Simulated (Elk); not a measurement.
An input for Elk 11.2.3 (patched build) (CsSrF3 (Pm-3m)):

```
tasks
  185
  186
  187

xctype
  22

rgkmax
  8.5

gmaxvr
  18.0

lmaxapw
  10

lmaxo
  8

nxlo
  2

lorbcnd
  .true.

autolinengy
  .true.

tshift
  .false.

ngridk
  4 4 4

vkloff
  0.05 0.15 0.25

nempty
  10

swidth
  0.00551

scissor
  0.11865

gmaxrf
  2.5

wplot
  369 100 0
  0.0 0.6790

optcomp
  1 1
  2 2
  3 3

nvbse
  4

ncbse
  4

hxbse
  .false.

sppath
  './'

avec
  9.0012323128 0.0000000000 0.0000000000
  0.0000000000 9.0012323128 0.0000000000
  0.0000000000 0.0000000000 9.0012323128

atoms
  3
  'Cs.in'
  1
  0.0000000000 0.0000000000 0.0000000000
  'Sr.in'
  1
  0.5000000000 0.5000000000 0.5000000000
  'F.in'
  3
  0.0000000000 0.5000000000 0.5000000000
  0.5000000000 0.0000000000 0.5000000000
  0.5000000000 0.5000000000 0.0000000000
```

```sh
OMP_NUM_THREADS=4 elk > log
```

Q: Estimate wall time and host memory on 4 threads of Arm Neoverse V1, shared host.

It took 3.9 min; on shared hardware allow 1.9 min to 7.7 min. Peak host memory was 0.4 GiB.

The kernel grows as the square of the matrix size, and full diagonalisation as its cube.

[Paths, hosts, dates, memory and timing lines, banners, echoed tables and standing remarks are left out of the program output.]

[Logs are printed without paths, hosts, clocks, repeated set-up lines and the standing remarks that a program may print on its own settings, such as how far it seeks lower states.]

[Runs of the session that timed out or met a known fault of the program may be left out.]

[Hosts, paths, dates, database ids (printed as entryN), source tags and the programs' standing remarks are cut or masked in the printed files.]
